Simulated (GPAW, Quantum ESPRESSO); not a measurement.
The N K edge of atom 3 in Ta2N (P-3m1), with 6 Ta at 2.18 Å (octahedral, site symmetry -3m), was computed in 2 ways: excited-electron core hole (neutral cell) and no core hole. Program and functional: Quantum ESPRESSO XSpectra, PBE, without spin-orbit coupling, Lorentzian half width 0.3 eV up to 4 eV, rising linearly to 2.5 eV at 25 eV; cells of 3 and 12 atoms (the run without a hole in the smaller).

Each run is counted from its own lowest empty level or Fermi level and scaled to a mean of 1 over its first 20 eV.

| E (eV) | run 1 | run 2 |
| --- | --- | --- |
| -2.00 | 0.05 | 0.08 |
| -1.25 | 0.08 | 0.13 |
| -0.50 | 0.18 | 0.30 |
| 0.25 | 0.68 | 1.25 |
| 1.00 | 1.18 | 2.07 |
| 1.75 | 1.72 | 2.04 |
| 2.50 | 1.33 | 1.68 |
| 3.25 | 1.47 | 1.54 |
| 4.00 | 1.30 | 1.25 |
| 4.75 | 1.35 | 1.54 |
| 5.50 | 1.57 | 1.42 |
| 6.25 | 1.47 | 1.08 |
| 7.00 | 1.20 | 0.98 |
| 7.75 | 1.09 | 0.94 |
| 8.50 | 1.03 | 1.00 |
| 9.25 | 1.10 | 1.05 |
| 10.00 | 1.12 | 0.95 |
| 10.75 | 1.03 | 0.80 |
| 11.50 | 0.87 | 0.71 |
| 12.25 | 0.82 | 0.72 |
| 13.00 | 0.83 | 0.73 |
| 13.75 | 0.81 | 0.69 |
| 14.50 | 0.75 | 0.64 |
| 15.25 | 0.70 | 0.60 |
| 16.00 | 0.66 | 0.58 |
| 16.75 | 0.63 | 0.55 |
| 17.50 | 0.58 | 0.52 |
| 18.25 | 0.54 | 0.51 |
| 19.00 | 0.52 | 0.50 |
| 19.75 | 0.52 | 0.52 |
| 20.50 | 0.53 | 0.54 |
| 21.25 | 0.54 | 0.55 |
| 22.00 | 0.55 | 0.57 |
| 22.75 | 0.56 | 0.58 |
| 23.50 | 0.57 | 0.59 |
| 24.25 | 0.58 | 0.59 |
| 25.00 | 0.58 | 0.60 |
| 25.75 | 0.59 | 0.60 |
| 26.50 | 0.59 | 0.61 |
| 27.25 | 0.60 | 0.61 |
| 28.00 | 0.61 | 0.62 |
| 28.75 | 0.61 | 0.62 |
| 29.50 | 0.62 | 0.61 |
| 30.25 | 0.62 | 0.60 |
| 31.00 | 0.61 | 0.58 |
| 31.75 | 0.59 | 0.57 |

Q: Which run is which?

Run 1: no core hole (area from −2 to 6 eV 8.3, main maxima 1.7 eV (1.72), 3.1 eV (1.49), 4.2 eV (1.33) and 5.6 eV (1.58)). Run 2: excited-electron core hole (neutral cell) (area from −2 to 6 eV 10.1, main maxima 1.5 eV (2.36), 2.8 eV (1.71), 4.7 eV (1.54) and 9.1 eV (1.05)). With each curve scaled to its own mean, the area from −2 to 6 eV with the hole is 10.1 against 8.3, and the centre of weight from −1 to 20 eV moves by -0.8 eV: the hole pulls the absorber's empty states down.

[Hosts, paths, dates, database ids (printed as entryN), source tags and the programs' standing remarks are cut or masked in the printed files.]

[Lists of maxima count a maximum above −3 eV only where it reaches 4 % of the highest in the window and stands out from its surroundings by 2 % of it (1.5 % where it reaches 55 %); shoulders and weaker maxima are passed over, and of the rest the first, up to two pre-edge ones and the few strongest are named.]
